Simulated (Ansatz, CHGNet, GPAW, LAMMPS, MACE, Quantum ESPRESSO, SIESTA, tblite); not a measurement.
**Amorphous Hg22Cd11S33 (66 atoms): other programs against plane waves**

One geometry of amorphous Hg22Cd11S33 (66 atoms) is solved by several programs and methods. How far do their forces lie from a plane-wave PBE run?

Results are calculated, not measured.

### 1. The structure

The cell holds 66 atoms (22 Hg, 11 Cd and 33 S), with edges of 12.11, 12.11 and 12.11 Å. Recipe: 66 atoms (22 Hg, 11 Cd, 33 S) placed at random at 6.28 g/cm³, melted at 2500 K for 10 ps at fixed volume with the Stillinger-Weber II-VI potential (Zhou et al., Phys. Rev. B 88, 085309 (2013)). Quenched from 2500 K to 300 K at 5 K/ps and fixed volume, annealed at 1000 K for 50 ps, held 5 ps. The density is 6.28 g/cm³.

### 2. The reference input

Quantum ESPRESSO 7.5: Kohn-Sham DFT, PBE, SSSP efficiency 1.3.0 pseudopotentials, plane waves. Its input, pw.in:

```
&control
  calculation = 'scf'
  pseudo_dir = './pseudo'
  outdir = './tmp'
  disk_io = 'none'
  tprnfor = .true.
  tstress = .true.
/
&system
  ibrav = 0
  nat = 66
  ntyp = 3
  ecutwfc = 45
  ecutrho = 360
  nosym = .true.
  occupations = 'smearing'
  smearing = 'fd'
  degauss = 0.003675
/
&electrons
  conv_thr = 3.3e-07
  electron_maxstep = 100
  mixing_beta = 0.4
  mixing_mode = 'plain'
  diagonalization = 'david'
/
ATOMIC_SPECIES
Hg 200.592 Hg.upf
Cd 112.414 Cd.upf
S 32.060 S.upf
CELL_PARAMETERS angstrom
12.10720 0.00000 0.00000
0.00000 12.10720 0.00000
0.00000 0.00000 12.10720
ATOMIC_POSITIONS crystal
Hg 0.22551 0.67793 0.07936
Hg 0.48804 0.11864 0.43742
Hg 0.18881 0.40043 0.61983
Hg 0.87155 0.09315 0.29781
[... 60 atom lines left out ...]
S 0.22484 0.73254 0.28102
S 0.01242 0.88114 0.05057
K_POINTS gamma
```

```console
$ OMP_NUM_THREADS=1 mpirun -np 4 pw.x -in pw.in > output.txt
```

Run time: 13 min. Hardware: 4 MPI ranks of Arm Neoverse N1, shared host; peak memory 4.7 GiB.

It converged with an r.m.s. force component of 0.43 eV/Å and a pressure of -0.88 GPa.

### 3. What was run beside it

- CHGNet: machine-learned potential, published weights.
- GPAW 26.7.0: PAW with atomic orbitals (LCAO), plane waves or a real-space grid of spacing h.
- MACE: machine-learned potential, published weights.
- SIESTA 5.4.2: numerical atomic orbitals, whose automatically made sets are far from complete, with PseudoDojo norm-conserving potentials that we converted to its format (checked against plane waves on the same files for H, C, O, Si, Ge and Ca alone); labels give functional, basis size, energy shift and mesh cutoff.
- tblite 0.8.0: extended tight binding, driven from Python.

All use the same cell and atoms, and the electronic-structure runs the same k-mesh.

### 4. All runs compared

Differences are against the reference: forces as r.m.s. over components, share as that over the reference's r.m.s. force, slope as the fitted ratio of a run's forces to the reference's.

```
                                                           run  Δ force, r.m.s. (meV/Å)  share (%)  slope  Δ pressure (GPa)  cores  CPU time  memory (GiB)
                                                     reference                        -          -      -                 -      4    51 min           4.7
                                        CHGNet 0.3.0 potential                      223       51.7  0.660             0.209      1     5.2 s          0.59
                                   GPAW PBE, LCAO dzp, h 0.2 Å                     62.3       14.5  1.040                 -      1   7.9 min           1.7
                                GPAW revPBE, LCAO dzp, h 0.2 Å                     76.7       17.8  1.062                 -      1   7.9 min           1.7
                                   MACE MP-0b2 small potential                      174       40.4  0.923             0.514      1      11 s          0.66
                                   MACE MPA-0 medium potential                      118       27.3  0.930              0.61      1      12 s          0.77
           SIESTA PBE, DZ, shift 0.01 Ry, mesh 300 Ry (coarse)                      260       60.3  1.249            -0.771      1   2.8 min           0.6
                   SIESTA PBE, DZP, shift 0.01 Ry, mesh 300 Ry                      141       32.8  1.139             -3.92      2   4.6 min           1.0
           SIESTA PBE, SZ, shift 0.01 Ry, mesh 300 Ry (coarse)                     1925        447  1.441             -6.01      1   2.2 min          0.53
SIESTA vdW-DF, PBE potentials, DZP, shift 0.01 Ry, mesh 300 Ry                      173       40.1  1.177             -1.03      2    22 min           1.8
                                               tblite GFN1-xTB                      298       69.1  0.873             -1.66      1     5.5 s          0.13
```

Rows marked coarse were listed beforehand as settings not expected to be converged; some can still land near the reference.

Times of the machine-learned potentials are mostly Python's start and the loading of weights.

Runs without a result: GPAW PBE, LCAO dzp, h 0.15 Å (cut off at its time limit); GPAW PBE, LCAO szp(dzp), h 0.2 Å (cut off at its time limit).

CPU time is summed over cores on shared hosts, so it is rough.

### 5. Findings

Forces lie from 14 % (GPAW PBE, LCAO dzp, h 0.2 Å) to 447 % (SIESTA PBE, SZ, shift 0.01 Ry, mesh 300 Ry, coarse) of the reference's r.m.s. force of 0.43 eV/Å away from it. The PBE runs in local orbitals, coarse settings apart, differ by 14 % (GPAW PBE, LCAO dzp, h 0.2 Å) to 33 % (SIESTA PBE, DZP, shift 0.01 Ry, mesh 300 Ry); basis, grid and potentials can all enter. Tight binding differs by 69 % (tblite GFN1-xTB); it is another model, with fitted parameters of its own, and the xTB methods hold dispersion. Machine-learned potentials differ by 27 % (MACE MPA-0 medium potential) to 52 % (CHGNet 0.3.0 potential); they were trained on other programs' data. Among those trained on PBE data the slope goes as low as 0.66, with a correlation of 0.86, so directions differ as well as sizes.

Rows with another functional or a dispersion term differ by 18 % (GPAW revPBE, LCAO dzp, h 0.2 Å) to 40 % (SIESTA vdW-DF, PBE potentials, DZP, shift 0.01 Ry, mesh 300 Ry), which mixes the change of model with differences of basis and potentials, some of them made for another functional. Runs with settings chosen to be coarse differ by 60 % (SIESTA PBE, DZ, shift 0.01 Ry, mesh 300 Ry) to 447 % (SIESTA PBE, SZ, shift 0.01 Ry, mesh 300 Ry), their programs' other errors included. SIESTA PBE, DZP, shift 0.01 Ry, mesh 300 Ry stiffens the forces by a factor of 1.14 while following their directions (correlation 0.968). Pressures at PBE, coarse settings apart, lie -3.92 GPa from the reference's.

**Limits.** Periodic xTB results under one method name differ between programs and library versions. The potentials hold different valence shells: 770 electrons in the reference, 726 in GPAW and 858 in SIESTA; this bears on time and differences. The reference's pressure holds the uncorrected Pulay stress of its 45 Ry basis, so small pressure differences may be the reference's own error. Machine-learned potentials mimic data converged in k, so the reference's own k-point error enters their differences. The quench rate of 5 K/ps is many orders above laboratory rates, so the cell is likely richer in defects and strain than a real sample. The network of bonds at the start is that of the classical potential that made the cell, and needn't be the one that DFT or experiment would give. The electronic-structure runs sample only Γ, in a cell whose shortest periodic width is 12 Å, which is coarse for a cell with partly filled levels. Spin–orbit coupling is left out, which matters for the levels of the heavy elements. Where levels are smeared, the DFT runs use Fermi–Dirac occupations at 580 K (0.05 eV), and energies are free energies. The reference's cutoffs and mesh weren't converged further here.

[Logs are printed without paths, hosts, clocks, repeated set-up lines and the standing remarks that a program may print on its own settings, such as how far it seeks lower states.]

[Hosts, paths, dates, database ids (printed as entryN), source tags and the programs' standing remarks are cut or masked in the printed files.]

[Cells were taken only where this reference lay near another plane-wave run.]
